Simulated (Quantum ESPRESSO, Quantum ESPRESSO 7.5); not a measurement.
# Rh(100), 5 layers: parallel layout and speed

Which layout of ranks, pools and threads suits Rh(100), 5 layers? The physics should not care; the clock does.

Method: plane-wave DFT, PBE, SSSP efficiency pseudopotentials, in Quantum ESPRESSO 7.5.

## 1. Set-up

The cell holds 5 atoms: 5 Rh. Its edges and angles: a = 2.687 Å, b = 2.687 Å, c = 23.600 Å, α = 90.0°, β = 90.0°, γ = 90.0°. It derives from Rh. Vacuum lies along c.

Structure file:

```cif
data_structure
_symmetry_space_group_name_H-M 'P 1'
_symmetry_Int_Tables_number 1
_cell_length_a 2.6870
_cell_length_b 2.6870
_cell_length_c 23.6000
_cell_angle_alpha 90.000
_cell_angle_beta 90.000
_cell_angle_gamma 90.000
_cell_volume 170.39
loop_
_atom_site_label
_atom_site_type_symbol
_atom_site_fract_x
_atom_site_fract_y
_atom_site_fract_z
_atom_site_occupancy
Rh1 Rh 0.00000 0.00000 0.83898 1
Rh2 Rh 0.50000 0.50000 0.91949 1
Rh3 Rh 0.00000 0.00000 0.00000 1
Rh4 Rh 0.50000 0.50000 0.08051 1
Rh5 Rh 0.00000 0.00000 0.16102 1
```

## 2. Ground state: 4 ranks, 4 pools, 1 thread a rank

The first run is the reference of the series.

Contents of c0.in:

```
&control
  prefix = 'c0'
  outdir = './out'
  pseudo_dir = './pseudo'
  calculation = 'scf'
  tprnfor = .true.
/
&system
  ibrav = 0
  nat = 5
  ntyp = 1
  ecutwfc = 45
  ecutrho = 360
  occupations = 'smearing'
  smearing = 'mv'
  degauss = 0.02
  assume_isolated = 'esm'
  esm_bc = 'bc1'
/
&electrons
  conv_thr = 1e-07
  mixing_beta = 0.4
  electron_maxstep = 120
  mixing_mode = 'local-TF'
/
ATOMIC_SPECIES
  Rh  102.9055  Rh_ONCV_PBE-1.0.oncvpsp.upf
CELL_PARAMETERS angstrom
  2.68700576850888 0.00000000000000 0.00000000000000
  0.00000000000000 2.68700576850888 0.00000000000000
  0.00000000000000 0.00000000000000 23.60000000000000
ATOMIC_POSITIONS crystal
  Rh  0.000000000000 0.000000000000 -0.161016949153
  Rh  0.500000000000 0.500000000000 -0.080508474576
  Rh  0.000000000000 0.000000000000 0.000000000000
  Rh  0.500000000000 0.500000000000 0.080508474576
  Rh  0.000000000000 0.000000000000 0.161016949153
K_POINTS automatic
  10 10 1 0 0 0
```

Started as:

```
$ OMP_NUM_THREADS=1 mpirun -n 4 pw.x -nk 4 -in c0.in > c0.out
```

The log of the run:

```text
Program PWSCF v.7.5 starts
[citation notice left out]

     Parallel version (MPI & OpenMP), running on       4 processor cores
     Number of MPI processes:                 4
     Threads/MPI process:                     1

     MPI processes distributed on     1 nodes
[...]
Current dimensions of program PWSCF are:
     Max number of different atomic species (ntypx) = 10
     Max number of k-points (npk) =  40000
     Max angular momentum in pseudopotentials (lmaxx) =  4
     Message from routine setup:
     no reason to have ecutrho>4*ecutwfc
     Message from routine setup:
     using ibrav=0 with symmetry is DISCOURAGED, use correct ibrav instead

     K-points division:     npool     =       4
     Subspace diagonalization in iterative solution of the eigenvalue problem:
     a serial algorithm will be used

     G-vector sticks info
     --------------------
     sticks:   dense  smooth     PW     G-vecs:    dense   smooth      PW
     Sum         749     373    121               132865    46883    8459

     Using Slab Decomposition

     bravais-lattice index     =            0
     lattice parameter (alat)  =       5.0777  a.u.
     unit-cell volume          =    1149.8622 (a.u.)^3
     number of atoms/cell      =            5
     number of atomic types    =            1
     number of electrons       =        85.00
     number of Kohn-Sham states=           52
     kinetic-energy cutoff     =      45.0000  Ry
     charge density cutoff     =     360.0000  Ry
     scf convergence threshold =      1.0E-07
     mixing beta               =       0.4000
     number of iterations used =            8  local-TF  mixing
     Exchange-correlation= PBE
                           (   1   4   3   4   0   0   0)

     Effective Screening Medium Method
     =================================
     Boundary Conditions: Vacuum-Slab-Vacuum
     total charge in unit cell        =   0.0000
     grid points for fit at edges     =        4

     celldm(1)=   5.077705  celldm(2)=   0.000000  celldm(3)=   0.000000
     celldm(4)=   0.000000  celldm(5)=   0.000000  celldm(6)=   0.000000

     crystal axes: (cart. coord. in units of alat)
               a(1) = (   1.000000   0.000000   0.000000 )
               a(2) = (   0.000000   1.000000   0.000000 )
               a(3) = (   0.000000   0.000000   8.783011 )

     reciprocal axes: (cart. coord. in units 2 pi/alat)
               b(1) = (  1.000000  0.000000  0.000000 )
               b(2) = (  0.000000  1.000000  0.000000 )
               b(3) = (  0.000000  0.000000  0.113856 )

     PseudoPot. # 1 for Rh read from file:
     ./pseudo/Rh_ONCV_PBE-1.0.oncvpsp.upf
     Pseudo is Norm-conserving, Zval = 17.0
     Generated using ONCVPSP code by D. R. Hamann
     Using radial grid of 1442 points,  6 beta functions with:
                l(1) =   0
                l(2) =   0
                l(3) =   1
                l(4) =   1
                l(5) =   2
                l(6) =   2

     atomic species   valence    mass     pseudopotential
     Rh               17.00   102.90550     Rh( 1.00)

     16 Sym. Ops., with inversion, found

   Cartesian axes

     site n.     atom                  positions (alat units)
         1        Rh     tau(   1) = (   0.0000000   0.0000000  -1.4142136  )
         2        Rh     tau(   2) = (   0.5000000   0.5000000  -0.7071068  )
         3        Rh     tau(   3) = (   0.0000000   0.0000000   0.0000000  )
         4        Rh     tau(   4) = (   0.5000000   0.5000000   0.7071068  )
         5        Rh     tau(   5) = (   0.0000000   0.0000000   1.4142136  )

     number of k points=    21  Marzari-Vanderbilt smearing, width (Ry)=  0.0200
                       cart. coord. in units 2pi/alat
        k(    1) = (   0.0000000   0.0000000   0.0000000), wk =   0.0200000
        k(    2) = (   0.0000000   0.1000000   0.0000000), wk =   0.0800000
        k(    3) = (   0.0000000   0.2000000   0.0000000), wk =   0.0800000
        k(    4) = (   0.0000000   0.3000000   0.0000000), wk =   0.0800000
        k(    5) = (   0.0000000   0.4000000   0.0000000), wk =   0.0800000
        k(    6) = (   0.0000000  -0.5000000   0.0000000), wk =   0.0400000
        k(    7) = (   0.1000000   0.1000000   0.0000000), wk =   0.0800000
        k(    8) = (   0.1000000   0.2000000   0.0000000), wk =   0.1600000
        k(    9) = (   0.1000000   0.3000000   0.0000000), wk =   0.1600000
        k(   10) = (   0.1000000   0.4000000   0.0000000), wk =   0.1600000
[...]
k(   21) = (  -0.5000000  -0.5000000   0.0000000), wk =   0.0200000

     Dense  grid:   132865 G-vectors     FFT dimensions: (  32,  32, 270)

     Smooth grid:    46883 G-vectors     FFT dimensions: (  24,  24, 192)

     Estimated max dynamical RAM per process >     171.29 MB

     Estimated total dynamical RAM >     587.84 MB

     Initial potential from superposition of free atoms

     starting charge      84.9978, renormalised to      85.0000

     negative rho (up, down):  8.628E-07 0.000E+00
     Starting wfcs are   50 randomized atomic wfcs +    2 random wfcs

     total cpu time spent up to now is        2.8 secs

     per-process dynamical memory:   100.2 Mb

     Self-consistent Calculation

     iteration #  1     ecut=    45.00 Ry     beta= 0.40
     Davidson diagonalization with overlap
     ethr =  1.00E-02,  avg # of iterations = 10.4

     total cpu time spent up to now is        5.8 secs

     total energy              =   -1084.40783158 Ry
     estimated scf accuracy    <       0.92294647 Ry

     iteration #  2     ecut=    45.00 Ry     beta= 0.40
[...]
total energy              =   -1084.41425663 Ry
     estimated scf accuracy    <       0.29457003 Ry

     iteration #  3     ecut=    45.00 Ry     beta= 0.40
[...]
c_bands:  1 eigenvalues not converged
     c_bands:  1 eigenvalues not converged
[...]
total energy              =   -1084.44900635 Ry
     estimated scf accuracy    <       0.34014403 Ry

     iteration #  4     ecut=    45.00 Ry     beta= 0.40
[...]
total energy              =   -1084.45489290 Ry
     estimated scf accuracy    <       0.08114687 Ry

     iteration #  5     ecut=    45.00 Ry     beta= 0.40
[...]
c_bands:  1 eigenvalues not converged
     c_bands:  1 eigenvalues not converged
     c_bands:  1 eigenvalues not converged
     c_bands:  1 eigenvalues not converged
[...]
negative rho (up, down):  4.502E-03 0.000E+00

[...]
total energy              =   -1084.47721396 Ry
     estimated scf accuracy    <       0.00380961 Ry

     iteration # 10     ecut=    45.00 Ry     beta= 0.40
[...]
c_bands:  1 eigenvalues not converged
     c_bands:  1 eigenvalues not converged
     c_bands:  1 eigenvalues not converged
     c_bands:  1 eigenvalues not converged
[...]
negative rho (up, down):  2.132E-03 0.000E+00

[...]
total energy              =   -1084.47749472 Ry
     estimated scf accuracy    <       0.00647793 Ry

     iteration # 11     ecut=    45.00 Ry     beta= 0.40
[...]
negative rho (up, down):  5.569E-03 0.000E+00

[...]
total energy              =   -1084.47336566 Ry
     estimated scf accuracy    <       0.00377698 Ry

     iteration # 12     ecut=    45.00 Ry     beta= 0.40
[...]
c_bands:  1 eigenvalues not converged
     c_bands:  1 eigenvalues not converged
     c_bands:  1 eigenvalues not converged
[...]
negative rho (up, down):  2.627E-03 0.000E+00

[...]
total energy              =   -1084.47271822 Ry
     estimated scf accuracy    <       0.00258586 Ry

     iteration # 13     ecut=    45.00 Ry     beta= 0.40
[...]
negative rho (up, down):  1.624E-03 0.000E+00

[...]
total energy              =   -1084.47122247 Ry
     estimated scf accuracy    <       0.00046152 Ry

     iteration # 14     ecut=    45.00 Ry     beta= 0.40
[...]
negative rho (up, down):  1.456E-03 0.000E+00

[...]
total energy              =   -1084.47126492 Ry
     estimated scf accuracy    <       0.00006003 Ry

     iteration # 15     ecut=    45.00 Ry     beta= 0.40
[...]
negative rho (up, down):  5.644E-04 0.000E+00

[...]
total energy              =   -1084.47072575 Ry
     estimated scf accuracy    <       0.00001246 Ry

     iteration # 16     ecut=    45.00 Ry     beta= 0.40
[...]
negative rho (up, down):  3.877E-06 0.000E+00

[...]
total energy              =   -1084.47020267 Ry
     estimated scf accuracy    <       0.00000937 Ry

     iteration # 17     ecut=    45.00 Ry     beta= 0.40
[...]
c_bands:  1 eigenvalues not converged
[...]
negative rho (up, down):  3.177E-05 0.000E+00

[...]
total energy              =   -1084.47016131 Ry
     estimated scf accuracy    <       0.00000153 Ry

     iteration # 18     ecut=    45.00 Ry     beta= 0.40
[...]
negative rho (up, down):  3.164E-06 0.000E+00

[...]
total energy              =   -1084.47015302 Ry
     estimated scf accuracy    <       0.00000082 Ry

     iteration # 19     ecut=    45.00 Ry     beta= 0.40
[...]
End of self-consistent calculation

          k = 0.0000 0.0000 0.0000 (  5911 PWs)   bands (ev):

   -84.0242 -83.9544 -83.9139 -83.3361 -83.3361 -52.1087 -51.8702 -51.7235
   -51.7235 -51.6342 -51.6166 -51.6166 -51.5323 -51.5323 -51.0587 -51.0538
   -51.0297 -51.0297 -51.0295 -51.0295 -12.5288 -11.3305 -11.1311 -10.8168
   -10.2794 -10.1769 -10.1039  -9.3798  -8.6255  -8.2444  -7.9007  -7.9007
    -7.0962  -7.0962  -6.8068  -6.6283  -6.2118  -6.0256  -6.0256  -5.9367
    -5.5384  -5.5266  -5.0298  -4.9459  -4.9459  -4.5696  -4.4644  -4.2899
    -4.2899  -3.7443  -2.4378  -0.2075

          k = 0.0000 0.1000 0.0000 (  5903 PWs)   bands (ev):

   -84.0180 -83.9506 -83.9126 -83.3327 -83.3327 -52.0974 -51.8903 -51.7379
   -51.7155 -51.6989 -51.6126 -51.5948 -51.5727 -51.5332 -51.0668 -51.0666
   -51.0531 -51.0498 -51.0273 -51.0272 -12.2777 -11.1253 -10.9602 -10.6296
   -10.1486  -9.9618  -9.9381  -9.2345  -8.5622  -8.1178  -7.9475  -7.8427
    -7.5376  -7.1568  -6.8524  -6.4202  -6.4182  -6.3020  -6.1895  -6.0041
    -5.5177  -5.4697  -5.4089  -5.2559  -4.7713  -4.7239  -4.6344  -4.5615
    -4.2461  -2.9303  -1.4637   0.0129

          k = 0.0000 0.2000 0.0000 (  5907 PWs)   bands (ev):

   -84.0012 -83.9405 -83.9099 -83.3238 -83.3238 -52.0732 -51.9576 -51.7992
   -51.7795 -51.6932 -51.6568 -51.6023 -51.6019 -51.5369 -51.1578 -51.1556
   -51.0456 -51.0450 -51.0211 -51.0210 -11.6242 -10.7672 -10.6394 -10.0193
    -9.9172  -9.8292  -9.2662  -8.4900  -8.3887  -7.8998  -7.8883  -7.8020
    -7.7116  -7.4563  -7.3539  -6.7841  -6.7512  -6.5523  -6.3079  -5.9823
    -5.9774  -5.8397  -5.5519  -5.3887  -5.0656  -4.8573  -4.4363  -4.3402
    -3.6907  -1.7033  -0.0438   0.6640

          k = 0.0000 0.3000 0.0000 (  5883 PWs)   bands (ev):

   -83.9785 -83.9280 -83.9085 -83.3128 -83.3128 -52.0766 -52.0528 -51.8794
   -51.8670 -51.6993 -51.6615 -51.6354 -51.5895 -51.5456 -51.2635 -51.2612
   -51.0399 -51.0386 -51.0133 -51.0133 -10.9424 -10.6978 -10.3584  -9.7825
    -9.7377  -9.1793  -8.6447  -8.2540  -8.0649  -7.7155  -7.6983  -7.6630
    -7.6387  -7.4646  -7.3761  -7.0292  -6.8287  -6.8077  -6.7538  -6.1084
    -5.8709  -5.5892  -5.3148  -5.2384  -4.7780  -4.7555  -4.5899  -4.4350
    -2.7116  -0.5389   1.1914   1.6988

          k = 0.0000 0.4000 0.0000 (  5847 PWs)   bands (ev):

   -83.9565 -83.9179 -83.9109 -83.3038 -83.3038 -52.1314 -52.1286 -51.9821
   -51.8585 -51.7145 -51.6780 -51.6275 -51.5791 -51.5611 -51.3427 -51.3390
   -51.0358 -51.0354 -51.0071 -51.0071 -10.8210 -10.8100 -10.1059  -9.7981
    -9.3283  -8.6521  -8.4889  -8.3709  -8.1578  -7.8872  -7.8788  -7.8297
    -7.6913  -7.2939  -7.1899  -7.0803  -6.8713  -6.4120  -5.9063  -5.8859
    -5.3964  -5.0995  -5.0227  -4.5976  -4.5612  -4.4649  -4.2677  -3.8752
    -2.0172  -0.3120   1.1290   1.2801

          k = 0.0000-0.5000 0.0000 (  5862 PWs)   bands (ev):

   -83.9457 -83.9142 -83.9141 -83.3004 -83.3004 -52.1610 -52.1567 -52.0230
   -51.8419 -51.7212 -51.6995 -51.6061 -51.5754 -51.5751 -51.3733 -51.3643
   -51.0351 -51.0337 -51.0047 -51.0047 -10.8726 -10.8721 -10.0077  -9.8675
    -8.9858  -8.5448  -8.4965  -8.3538  -8.2474  -8.0337  -7.9837  -7.9703
    -7.6629  -7.3291  -7.1473  -7.1086  -6.5366  -6.4989  -5.7479  -5.5742
    -5.2940  -4.9404  -4.7634  -4.6980  -4.5616  -3.7474  -2.9244  -2.5750
    -2.1343  -2.0923   0.7015   0.7035

[...]
the Fermi energy is    -5.0926 ev

!    total energy              =   -1084.47013815 Ry
     estimated scf accuracy    <       0.00000006 Ry
     smearing contrib. (-TS)   =       0.00199974 Ry
     internal energy E=F+TS    =   -1084.47213790 Ry

     The total energy is F=E-TS. E is the sum of the following terms:
     one-electron contribution =   20595.38158460 Ry
     hartree contribution      =  -10326.75529403 Ry
     xc contribution           =    -109.64217188 Ry
     ewald contribution        =  -11243.45625659 Ry

     convergence has been achieved in  19 iterations

     Forces acting on atoms (cartesian axes, Ry/au):

     atom    1 type  1   force =     0.00000000    0.00000000    0.01358687
     atom    2 type  1   force =     0.00000000    0.00000000   -0.02649114
     atom    3 type  1   force =     0.00000000    0.00000000    0.00000000
     atom    4 type  1   force =     0.00000000    0.00000000    0.02649114
     atom    5 type  1   force =     0.00000000    0.00000000   -0.01358687

     Total force =     0.042104     Total SCF correction =     0.000961

[...]
=------------------------------------------------------------------------------=
   JOB DONE.
=------------------------------------------------------------------------------=
[...]
```

It took 60 s on 4 MPI ranks of Intel Xeon Platinum 8488C (Sapphire Rapids), shared host; peak memory 0.61 GiB; 4 min of CPU time.

This step gave:

- free energy: -14754.9679 eV
- Fermi energy: -5.093 eV
- vacuum line at the lower end of the cell, over the Fermi level: 5.093 eV
- vacuum line at the upper end of the cell, over the Fermi level: 5.093 eV

Electrostatic potential energy of an electron; zero at the Fermi level. Potential energy, planar mean against z:

```csv
z (Å),"potential energy, planar mean (eV)"
-11.5,5.09
-11.0,5.09
-10.5,5.09
-10.0,5.09
-9.5,5.09
-9.0,5.09
-8.5,5.09
-8.0,5.09
-7.5,5.09
-7.0,5.08
-6.5,5.05
-6.0,4.92
-5.5,4.47
-5.0,2.80
-4.5,-4.02
-4.0,-24.2
-3.5,-20.3
-3.0,-3.61
-2.5,-8.02
-2.0,-27.5
-1.5,-16.1
-1.0,-3.31
-0.5,-11.8
0.0,-28.6
0.5,-11.8
1.0,-3.31
1.5,-16.1
2.0,-27.5
2.5,-8.02
3.0,-3.61
3.5,-20.3
4.0,-24.2
4.5,-4.02
5.0,2.80
5.5,4.47
6.0,4.92
6.5,5.05
7.0,5.08
7.5,5.09
8.0,5.09
8.5,5.09
9.0,5.09
9.5,5.09
10.0,5.09
10.5,5.09
11.0,5.09
11.5,5.09
```

The program's own clock; routines nest. Time by routine:

```
     routine  wall time (s)  calls
       PWSCF          59.48      1
   electrons          56.35      1
     c_bands          46.83     19
     cegterg          40.06    114
       h_psi          26.79   1225
    vloc_psi          21.18   1225
        fftw          20.73  40132
    sum_band           4.05     19
     mix_rho           3.35     19
      calbec           2.98   1249
     cdiaghg           2.82   1219
h_psi:calbec           2.82   1225
    init_run           2.72      1
  add_vuspsi           2.53   1225
```

The vacuum levels are read from the outermost 0.7 Å of the cell on either side.

The run needed 19 iterations to bring the estimated error under 1e-07 Ry; the largest force on any atom, held or free, is 0.68 eV/Å.

Inside the slab this potential holds the local part of the pseudopotentials, which can be repulsive at the nuclei; only its value in the vacuum has a meaning of its own.

## 3. SCF with pw.x: 4 ranks, 2 pools, 1 thread a rank

c1.in, as its differences from the input of step 2:

```diff
@@ -1,3 +1,3 @@
 &control
-  prefix = 'c0'
+  prefix = 'c1'
   outdir = './out'
```

Started as:

```
$ OMP_NUM_THREADS=1 mpirun -n 4 pw.x -nk 2 -in c1.in > c1.out
```

The log of the run:

```text
[banner, memory and clock lines left out]
Program PWSCF v.7.5 starts
[...]
Message from routine setup:
[...]
Message from routine setup:
[...]
number of electrons       =        85.00
     number of Kohn-Sham states=           52
     kinetic-energy cutoff     =      45.0000  Ry
     charge density cutoff     =     360.0000  Ry
[...]
number of k points=    21  Marzari-Vanderbilt smearing, width (Ry)=  0.0200
[...]
Dense  grid:   132865 G-vectors     FFT dimensions: (  32,  32, 270)
[...]
negative rho (up, down):  8.628E-07 0.000E+00
     Starting wfcs are   50 randomized atomic wfcs +    2 random wfcs
[...]
estimated scf accuracy    <       0.92270281 Ry
[...]
estimated scf accuracy    <       0.30020746 Ry
[...]
estimated scf accuracy    <       0.34559445 Ry
[...]
estimated scf accuracy    <       0.07885088 Ry
[...]
estimated scf accuracy    <       0.02147317 Ry
[...]
estimated scf accuracy    <       0.01485429 Ry
[...]
estimated scf accuracy    <       0.00858928 Ry
[...]
negative rho (up, down):  2.469E-05 0.000E+00
[...]
estimated scf accuracy    <       0.00570200 Ry
[...]
negative rho (up, down):  2.092E-03 0.000E+00
[...]
estimated scf accuracy    <       0.00339748 Ry
[...]
negative rho (up, down):  1.861E-03 0.000E+00
[...]
estimated scf accuracy    <       0.00271794 Ry
[...]
negative rho (up, down):  3.831E-03 0.000E+00
[...]
estimated scf accuracy    <       0.00289694 Ry
[...]
negative rho (up, down):  2.987E-03 0.000E+00
[...]
estimated scf accuracy    <       0.00080654 Ry
[...]
negative rho (up, down):  2.139E-03 0.000E+00
[...]
estimated scf accuracy    <       0.00017653 Ry
[...]
negative rho (up, down):  6.852E-04 0.000E+00
[...]
estimated scf accuracy    <       0.00003059 Ry
[...]
negative rho (up, down):  2.552E-04 0.000E+00
[...]
estimated scf accuracy    <       0.00000936 Ry
[...]
estimated scf accuracy    <       0.00000349 Ry
[...]
negative rho (up, down):  1.784E-05 0.000E+00
[...]
estimated scf accuracy    <       0.00000080 Ry
[...]
negative rho (up, down):  1.729E-05 0.000E+00
[...]
estimated scf accuracy    <       0.00000037 Ry
[...]
the Fermi energy is    -5.0894 ev
!    total energy              =   -1084.47013820 Ry
     estimated scf accuracy    <       0.00000003 Ry
     smearing contrib. (-TS)   =       0.00199951 Ry
     internal energy E=F+TS    =   -1084.47213771 Ry
[...]
one-electron contribution =   20595.36963922 Ry
     hartree contribution      =  -10326.74440074 Ry
     xc contribution           =    -109.64111961 Ry
     ewald contribution        =  -11243.45625659 Ry
     convergence has been achieved in  19 iterations
[...]
Total force =     0.042095     Total SCF correction =     0.001500
[...]
```

Wall time 60 s (4 MPI ranks); peak memory 0.46 GiB.

Read from the output:

* Fermi energy: -5.089 eV
* vacuum line at the lower end of the cell, over the Fermi level: 5.089 eV
* vacuum line at the upper end of the cell, over the Fermi level: 5.089 eV

The program's own clock; routines nest. Time by routine:

| routine | wall time (s) | calls |
| --- | --- | --- |
| PWSCF | 59.81 | 1 |
| electrons | 57.94 | 1 |
| c_bands | 49.95 | 19 |
| cegterg | 45.98 | 209 |
| h_psi | 30.35 | 2271 |
| fftw | 26.52 | 72474 |
| vloc_psi | 25.13 | 2271 |
| cdiaghg | 5.59 | 2260 |
| sum_band | 4.91 | 19 |
| calbec | 2.82 | 2315 |
| h_psi:calbec | 2.69 | 2271 |
| add_vuspsi | 2.31 | 2271 |
| mix_rho | 1.97 | 19 |
| init_run | 1.54 | 1 |

Counted from each run's own zero (the Fermi level), the vacuum level differs from the first run's by -3 meV.

(Part 1 of 3 ends here.)

[Logs are printed without paths, hosts, clocks, repeated set-up lines and the standing remarks that a program may print on its own settings, such as how far it seeks lower states.]

[Hosts, paths, dates, database ids (printed as entryN), source tags and the programs' standing remarks are cut or masked in the printed files.]

[Maps of the electrostatic potential energy from Ansatz leave out the sawtooth potential of an applied field or a dipole correction, so their vacuum need not be flat; planar profiles and work functions include it.]
